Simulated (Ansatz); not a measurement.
# ZnCo3C (Pm-3m): phonons and vibrational spectra

The cell of ZnCo3C (Pm-3m) is at rest. What are its phonons? After the zone centre comes a 2×2×2 q mesh on a 12×12×12 k mesh.

Program: Ansatz 0.2.0. Level of theory: DFT PBEsol, scalar-relativistic, plane waves, PAW; PAW set soft_1. Results are calculated unless marked as measured.

**1. Starting point**

Symmetry: Pm-3m, No. 221, cubic system. Conventional cell: a = 3.684 Å, b = 3.684 Å, c = 3.684 Å, α = 90.00°, β = 90.00°, γ = 90.00°. Nearest to Zn lie 12 Co at 2.60 Å. Nearest to Co lie 2 C at 1.84 Å and 8 Co at 2.60 Å and 4 Zn at 2.60 Å. C has 6 Co at 1.84 Å nearest. Farther neighbours are not listed.

**2. Modes at Γ**

The cell comes from relaxations at this level that are not shown. The zone centre comes first: it holds the modes that light can see, as far as symmetry allows. No field response is asked, since the mesh shows no gap.

Input file input.yaml:

```yaml
crystal:
  lattice:
    - [3.6838836568, 0.0, 0.0]
    - [0.0, 3.6838836568, 0.0]
    - [0.0, 0.0, 3.6838836568]
  atoms:
    - { symbol: Zn, position: [0.0, 0.0, 0.0] }
    - { symbol: Co, position: [0.0, 0.5, 0.5], spin: 0.37 }
    - { symbol: Co, position: [0.5, 0.5, 0.0], spin: 0.37 }
    - { symbol: Co, position: [0.5, 0.0, 0.5], spin: 0.37 }
    - { symbol: C, position: [0.5, 0.5, 0.5] }
kpoints:
  mp_grid: { grid: [12, 12, 12] }
hamiltonian:
  xc: pbesol
  pseudopotentials: { kind: paw, azcp: { folder: soft_1 }, xc_functional: pbe }
scf:
  occupations: { method: gaussian, width: 0.15 }
output:
  eigenvalues: true
  populations: true
magnetization:
  spin_polarized: true
phonons:
  method: dfpt
```

Run with:

```sh
ansatz run input.yaml --threads 4 --pin off --max-ram 10240MiB --backend cpu --events-out ev --progress --plain --runs-dir out
```

Numbers of over 12 decimals in the logs are rounded to 6 here.

Output:

```text
zone centre: on kpoints.mp_grid the ground state, and the responses unless they are solved on pairs of k-points, stand on 343 of the mesh's 1728 k-points, reduced under 8 symmetry operations, with k and −k counted as one. Each operation leaves every solved displacement unchanged or reverses it
Engine: ansatz 0.2.0, aarch64-unknown-linux-gnu
Pseudopotentials: kind: paw
Pseudopotential: Zn, paw, valence charge 12, recommended cutoff 420 eV (normal), soft_1/Zn.paw.azcp
Pseudopotential: Co, paw, valence charge 17, recommended cutoff 420 eV (normal), soft_1/Co.paw.azcp
Pseudopotential: C, paw, valence charge 4, recommended cutoff 420 eV (normal), soft_1/C.paw.azcp
Functional definition: PBEsol
  exchange = pbesol_x
  correlation = pbesol_c
Crystal: 5 atoms, lattice volume = 49.994 Å³
Basis set: ecut = 420 eV, 949 PW (Γ), exchange–correlation on 50×50×50 points (8 copies of the dense FFT grid, shifted against one another)
Bands: 41, of which v1, the nominal top of the filled ones, is band 34 counted from 1 (33 counted from 0)
Symmetry: 48 space group operations
Space group: Pm-3m (ITA 221), of the structure as read, at distance tolerance 3.7e-5 Å
Magnetic group: BNS 221.92 (UNI 1594), of the structure as read, at distance tolerance 3.7e-5 Å
k-points: 84 of 1728
Non-local potential: Zn, projectors of the file, l = 0: 2, l = 1: 2, l = 2: 3, l = 3: 1
Non-local potential: Co, projectors of the file, l = 0: 3, l = 1: 2, l = 2: 3, l = 3: 1
Non-local potential: C, projectors of the file, l = 0: 2, l = 1: 2, l = 2: 1
PAW form: soft (Blöchl's): semilocal exchange-correlation on the pseudo side does not see the compensation charge
PAW frozen core: Zn, regenerated for the run's functional, and the local potential with it (the file was generated under x = pbe(κ = 0.804, μ = 0.219515), c = pbe(β = 0.066725))
PAW frozen core: Co, regenerated for the run's functional, and the local potential with it (the file was generated under x = pbe(κ = 0.804, μ = 0.219515), c = pbe(β = 0.066725))
PAW frozen core: C, regenerated for the run's functional, and the local potential with it (the file was generated under x = pbe(κ = 0.804, μ = 0.219515), c = pbe(β = 0.066725))
PAW one-centre angular grid: Zn, 590 points (default); XC on 64 Gauss nodes
PAW one-centre angular grid: Co, 590 points (default); XC on 64 Gauss nodes
PAW one-centre angular grid: C, 110 points (default); XC on 64 Gauss nodes
Initial density: superposition of atomic densities (chi_scale 0.1, normalization cell, long waves kept (reshape's long-wave potential 0.00 eV rms))
Starting moments: Σ|m| = 1.11 μB on 3 of 5 sites
Initial wavefunctions: pseudopotential atomic-orbital guess
Functional: x = pbesol(κ = 0.804, μ = 0.123457), c = pbesol(β = 0.046)
SCF 1 converged in 14 iterations: F = -18806.935479 eV  dr2 = 1.02e-9
  greatest PAW one-centre occupation: 1.001 electrons in one spin orbital (limit 2), on the Co atom at site 2 (counted from 0), in its partial waves of l = 1
a single point of the input's cell can leave the moments in the input for a lower state (scf.lower_state_search): this run first made a single point of its cell. This run's own SCFs start from the density of the state that the single point found, with the moments in the input. The single point stayed on the moments in the input.
k-points: 343 of 1728 (irreducible under 8 space group operations)
Initial density: read from a saved state, or passed on in memory by an earlier SCF of this step, an earlier step, the calling program or the single point that the run made first
Stability of the state it starts from, as read at its close in the collinear treatment: not read negative (Ritz values of 1 − χ₀K, real part plus size of imaginary part, from 0.71 to 1.0, by its mixing steps under the symmetry group of the SCF that read it); its run was given moments
Starting moments: Σ|m| = 1.11 μB on 3 of 5 sites; this step starts from the density that it was given
iter 1 solved again at ethr=5.60e-7 eV; its pass at ethr=3.10e-3 eV (dr2=3.75e-4 eV) is discarded
SCF iter   1: F=—  HF=-18806.935477 eV  |F-HF|=—  |Δ(HF+E_count)|=         —  Δρ=9.09e-7 (↑9.09e-7 ↓6.89e-7)  dr2=1.06e-9  dr2_m=1.78e-11  M=0.977 μB ∫|m|=1.203 μB  β_m=0.65  ethr=5.60e-7  ⟨swp⟩=3.0  Hψ=173065  notcnv=0
eigensolver tolerance schedule: the retry pair's looser diagonalisation over-reported the residual by 355247.14 of it (diagonalisation noise at an unbounded share of the residual, at the tolerance the schedule requests for it); recorded, not acted on — ethr = c·dr2/N_el stays at c = 1.0e-1
preconditioner: auto → none  [metal: Δε(μ)=0.006 eV  Ē_g=8.062 eV  σ=0.150 eV  W_gap=0.02  n_scr=6 (ndim 8)  ℏωp=34.4 eV  f_vac=0.000  D(μ)=3.58/eV (n_scr^D=32)]
SCF iter   2: F=—  HF=-18806.935479 eV  |F-HF|=—  |Δ(HF+E_count)|=   1.97e-6  Δρ=2.51e-6 (↑2.51e-6 ↓2.41e-6)  dr2=8.58e-9  dr2_m=5.70e-12  M=0.977 μB ∫|m|=1.203 μB  β_m=0.30  ethr=1.58e-12  ⟨swp⟩=4.4  Hψ=95865  notcnv=0
SCF iter   3: F=—  HF=-18806.935479 eV  |F-HF|=—  |Δ(HF+E_count)|=   2.33e-9  Δρ=9.82e-7 (↑8.21e-7 ↓9.82e-7)  dr2=1.05e-9  dr2_m=3.75e-12  M=0.977 μB ∫|m|=1.203 μB  β_m=0.54  ethr=1.58e-12  ⟨swp⟩=2.0  Hψ=48952  notcnv=0
SCF iter   4: F=—  HF=-18806.935479 eV  |F-HF|=—  |Δ(HF+E_count)|=  3.57e-10  Δρ=1.37e-6 (↑1.37e-6 ↓1.03e-6)  dr2=1.79e-9  dr2_m=1.54e-11  M=0.977 μB ∫|m|=1.203 μB  β_m=0.41  ethr=1.56e-12  ⟨swp⟩=2.0  Hψ=51472  notcnv=0
SCF iter   5: F=—  HF=-18806.935479 eV  |F-HF|=—  |Δ(HF+E_count)|=  5.24e-10  Δρ=5.89e-7 (↑5.89e-7 ↓3.66e-7)  dr2=2.96e-10  dr2_m=6.28e-12  M=0.977 μB ∫|m|=1.203 μB  β_m=0.71  ethr=1.56e-12  ⟨swp⟩=2.0  Hψ=35818  notcnv=0
SCF iter   6: F=—  HF=-18806.935479 eV  |F-HF|=—  |Δ(HF+E_count)|=  7.28e-11  Δρ=2.87e-7 (↑2.87e-7 ↓2.02e-7)  dr2=7.76e-11  dr2_m=9.60e-13  M=0.977 μB ∫|m|=1.203 μB  β_m=0.64  ethr=1.00e-12  ⟨swp⟩=1.0  Hψ=28132  notcnv=0
SCF iter   7: F=—  HF=-18806.935479 eV  |F-HF|=—  |Δ(HF+E_count)|=  2.91e-11  Δρ=1.26e-7 (↑1.26e-7 ↓9.17e-8)  dr2=1.53e-11  dr2_m=1.86e-13  M=0.977 μB ∫|m|=1.203 μB  β_m=0.66  ethr=1.00e-12  ⟨swp⟩=1.0  Hψ=28126  notcnv=0
SCF iter   8: F=-18806.935479 eV  HF=-18806.935479 eV  |F-HF|=1.09e-11  |Δ(HF+E_count)|=  3.64e-12  Δρ=6.65e-8 (↑6.65e-8 ↓5.74e-8)  dr2=5.04e-12  dr2_m=1.28e-14  M=0.977 μB ∫|m|=1.203 μB  ethr=1.00e-12  ⟨swp⟩=4.2  Hψ=119690  notcnv=0
SCF 2 converged in 8 iterations: F = -18806.935479 eV  dr2 = 5.04e-12
  greatest PAW one-centre occupation: 1.001 electrons in one spin orbital (limit 2), on the Co atom at site 1 (counted from 0), in its partial waves of l = 1
DFPT response loops at Γ: preconditioner auto → Kerker (q_TF=auto, 2.865 Å⁻¹) (partly filled bands, converged f_vac=0.000); β = 1.00, the filter's whole step (`scf.mixing.beta` (0.30) is not read by the response loops under this deck's `scf.mixing.preconditioner`; to damp them name `kerker` or `kerker_dos`, under which they read `scf.mixing.beta`, and type it under 1.00, their step now; both keys bind the ground state too); Broyden in place of MSR1
SCF converged after 8 iterations
Magnetization: 0.9769 μB (33.9885 up, 33.0115 down)
Absolute magnetization: 1.2030 μB (∫|ρ↑−ρ↓|, with the PAW one-centre terms)
Spin contamination: 0.0100 ħ² per cell (⟨S²⟩ above its minimum at these occupations)
Per-site moments (μB) at R_I (Å): [(-0.019461, 1.074521), (0.338933, 0.759801004215), (0.338933, 0.759801004215), (0.338933, 0.759801004215), (-0.031465, 0.759801004215)]
Free energy (F): -18806.935479 eV
Harris-Foulkes:  -18806.935479 eV  (|F-HF|=1.09e-11)
Internal energy: -18806.895251 eV  (E = F + TS)
E sigma→0 (E₀):  -18806.915365 eV
Entropy (-TS):   -0.040228 eV (-8.046 meV/atom)
Fermi energy:    16.763686 eV
--- Per-component energies (eV) ---
  E_band       = -666.303285
  E_kinetic    = 1122.073635
  E_local      = -10259.645089  (includes V_loc(G=0)·N_el)
  E_nonlocal   = 2160.185168
  E_hartree    = 4441.369163
  E_xc         = -403.239700
  E_vxc        = -469.407286  (∫ρ·V_xc dr)
  E_paw        = -6579.453496  (= ΣΔE_a)
  E_vpaw       = -2102.247588  (= ΣTr[D̂ρ^β])
  E_aug_tail   = -0.000198  (compensation charges beyond the density's cutoff)
  E_ewald      = -9289.568450
  E_core_change = 1.383715  (= ΣΔE_core)
  E_smearing   = -0.040228  (= −TS)
  E_closure    = 0.000000  (closes the sum)
  Σ components = -18806.935479   (vs F -18806.935479, Δ=0.00e0)
--- Band table (eV; the first three rows and the last of 686) ---
  k-point 0 ↑: bands = [... 30 lower, 16.0191, 16.0191, 16.5922, 16.5922, 16.5922, 16.7958, 20.7475, 21.7022, ... 3 higher]
  k-point 1 ↑: bands = [... 30 lower, 16.0009, 16.0077, 16.5923, 16.6423, 16.6423, 16.7645, 20.6784, 21.5832, ... 3 higher]
  k-point 2 ↑: bands = [... 30 lower, 15.9453, 15.9762, 16.5925, 16.6720, 16.7955, 16.7955, 20.5692, 21.4336, ... 3 higher]
  k-point 342 ↓: bands = [... 30 lower, 15.3607, 16.5868, 16.5868, 17.0905, 17.0905, 17.0905, 19.5478, 19.5478, ... 3 higher]
--- Phonons (Γ-DFPT): 4 representative perturbations + reference, on 343 of 1728 k-points (Σ response iterations 13) ---
  k mesh reduced under 8 symmetry operations, with k and −k counted as one. Each operation leaves every solved displacement unchanged or reverses it
  ASR residual: 4.157e-5 → 0.000e0 eV/Å²; symmetrization residual: 2.975e-6 eV/Å²
  ASR residual per site (eV/Å²): 7.90e-6 4.16e-5 4.16e-5 4.16e-5 1.83e-5
  Γ frequencies (cm⁻¹): 0.00 0.00 0.00 165.63 165.63 165.63 185.41 185.41 185.41 212.08 212.08 212.08 651.17 651.17 651.17
  non-analytic LO–TO correction: not included (Born effective charges unavailable; polar crystals: no LO–TO splitting at Γ)
--- Löwdin populations: 5 sites ---
  site symbol       q [e]    m [muB]
     0     Zn     11.0463    -0.0068
     1     Co     16.6777     0.3613
     2     Co     16.6777     0.3613
     3     Co     16.6777     0.3613
     4      C      4.9833    -0.0523
  spilling = 0.013991 (of n_electrons = 67.000000)
```

Elapsed: 4.1 min, on 4 threads of Arm Neoverse V1, shared host; peak memory 4 GiB; 15 min of CPU time.

This step gave:

| Property | Result |
| --- | --- |
| magnetization | 0.9769 μB |
| absolute magnetization | 1.203 μB |
| site moments | -0.01946, 0.3389, 0.3389, 0.3389, -0.03147 μB |
| volume per atom | 9.999 Å³ |
| gap on the k-mesh | 0 eV |
| sum-rule residual before enforcement | 4.16e-5 eV/Å² |
| point group | m-3m |
| highest optical mode at the zone centre (no LO-TO term) | 651.2 cm⁻¹ |
| lowest optical zone-centre mode | 165.6 cm⁻¹ |

Patterns of degenerate modes are one choice out of their space. Modes at Γ, with each element's share of the kinetic energy:

| mode | frequency (cm⁻¹) | symmetry | Zn % | Co % | C % |
| --- | --- | --- | --- | --- | --- |
| 1 | 0.0 | acoustic | 26 | 70 | 5 |
| 2 | 0.0 | acoustic | 26 | 70 | 5 |
| 3 | 0.0 | acoustic | 26 | 70 | 5 |
| 4 | 165.6 | T1u | 46 | 43 | 11 |
| 5 | 165.6 | T1u | 46 | 43 | 11 |
| 6 | 165.6 | T1u | 46 | 43 | 11 |
| 7 | 185.4 | T2u | 0 | 100 | 0 |
| 8 | 185.4 | T2u | 0 | 100 | 0 |
| 9 | 185.4 | T2u | 0 | 100 | 0 |
| 10 | 212.1 | T1u | 28 | 66 | 6 |
| 11 | 212.1 | T1u | 28 | 66 | 6 |
| 12 | 212.1 | T1u | 28 | 66 | 6 |
| 13 | 651.2 | T1u | 0 | 22 | 78 |
| 14 | 651.2 | T1u | 0 | 22 | 78 |
| 15 | 651.2 | T1u | 0 | 22 | 78 |

Displacements in mode 4 (165.6 cm⁻¹), the largest set to 1:
```
Zn1 -0.07  0.88  0.61
Co2  0.07  0.06  0.04
Co3  0.00  0.06 -0.61
Co4  0.00 -0.89  0.04
C5   0.08 -1.00 -0.69
```

Displacements in mode 14 (651.2 cm⁻¹), the largest set to 1:
```
Zn1  0.00  0.00 -0.01
Co2  0.00  0.00  0.02
Co3  0.00  0.00 -0.24
Co4  0.00 -0.03  0.02
C5   0.00  0.14  1.00
```

Before it was imposed, the acoustic sum rule was missed by 4.2e-5 eV/Å². Small misses are needed for a sound result but don't prove that mesh and cutoff are converged. The lowest optical mode is real, 166 cm⁻¹.

(Continued in part 2 of 2.)

[Logs are printed without paths, hosts, clocks, repeated set-up lines and the standing remarks that a program may print on its own settings, such as how far it seeks lower states.]

[Hosts, paths, dates, database ids (printed as entryN), source tags and the programs' standing remarks are cut or masked in the printed files.]
